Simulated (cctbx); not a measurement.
## Diagnosing a refinement

Cell a = 6.6880 Å, b = 10.8630 Å, c = 5.6880 Å, α = 90.00°, β = 90.00°, γ = 90.00°; space group Cmcm (no. 63). The compound is EuFeTe2.

Simulated single-crystal data (cctbx): synchrotron X-rays, λ = 0.6889 Å, to d = 0.7 Å, 70 % of the full sphere, strongest reflection 20000 counts, noise from counting, a 6 % proportional error and a noise floor of 15 counts (s.d.); no absorption.

An anisotropic refinement with weights 1/σ² prints:

```text
Rint 0.047, 370 unique reflections to 0.70 A
cycle     R1     wR2    GooF  max shift (A)
   1  0.2848  0.5950  14.982   0.00630
   2  0.2801  0.5603  14.108   0.00017
final R1 0.2800 wR2 0.5603 GooF 14.108  parameters 10  data/parameter 37.0
atom        x        y        z      Ueq    occ   su(xyz)  su(Uiso or U11)
Eu1    0.50000  0.14991  0.25000  -0.0056  1.000  0.00048  0.0027  NPD
Te1    0.23134  0.90763  0.25000  -0.0071  1.000  0.00081  0.0026  NPD
difference map: max 169.07 min -11.93 rms 7.56
Q1    0.0000  0.0000  0.0000    4  169.07  2.33 A from Te1
Q2    0.0000  0.3532  0.7500    4   98.47  0.03 A from Eu1
Q3    0.2379  0.0897  0.7500    8   77.87  0.05 A from Te1
Q4    0.0000  0.0010  0.2500    4   13.41  1.85 A from Te1
Q5    0.2378  0.1236  0.2500    8   10.87  1.78 A from Eu1
Q6    0.0996  0.0796  0.9998   16   10.30  1.68 A from Te1
```

Q: Accept it or mend it, and why?

Mend it. The fault: an atom left out, Fe at (0, 0, 0). Against the right model at the same level, R1 goes from 0.0168 to 0.2800 and GooF from 0.99 to 14.11, U of Te1 shrinks from 0.0030 to -0.0071 Å², U of Eu1 shrinks from 0.0027 to -0.0056 Å², the top difference peak, 169.1 e/Å³, lies 2.33 Å from Te1 and Eu1 and Te1 go non-positive-definite. Q1 is the missing atom. With scattering power missing, scale and phases suffer, so peaks may also grow on the heavy atoms.

The compound is EuFeTe2. The right model at the same level gives:

```text
Rint 0.047, 370 unique reflections to 0.70 A
cycle     R1     wR2    GooF  max shift (A)
   1  0.0177  0.0416   1.053   0.00011
   2  0.0168  0.0390   0.988   0.00000
final R1 0.0168 wR2 0.0390 GooF 0.988  parameters 14  data/parameter 26.4
atom        x        y        z      Ueq    occ   su(xyz)  su(Uiso or U11)
Eu1    0.50000  0.14937  0.25000   0.0027  1.000  0.00003  0.0002
Te1    0.23164  0.90819  0.25000   0.0030  1.000  0.00004  0.0002
Fe1    0.00000  0.00000  0.00000   0.0035  1.000  0.00000  0.0004
difference map: max 1.32 min -1.59 rms 0.37
Q1    0.1812  0.3818  0.2500    8    1.33  0.65 A from Te1
Q2    0.0000  0.4835  0.2500    4    1.32  1.80 A from Eu1
Q3    0.1148  0.0389  0.6724   16    1.25  1.07 A from Te1
Q4    0.0000  0.3590  0.2500    4    1.16  1.87 A from Te1
Q5    0.2285  0.4691  0.2500    8    1.07  0.71 A from Te1
Q6    0.1961  0.0958  0.7500    8    1.05  0.24 A from Te1
```

The model was made for the exercise: a known structure type with other elements put in, its volume estimated, not relaxed; displacement parameters are assumed.

[Middle refinement cycles are left out of these outputs.]

[Logs are printed without paths, hosts, clocks, repeated set-up lines and the standing remarks that a program may print on its own settings, such as how far it seeks lower states.]
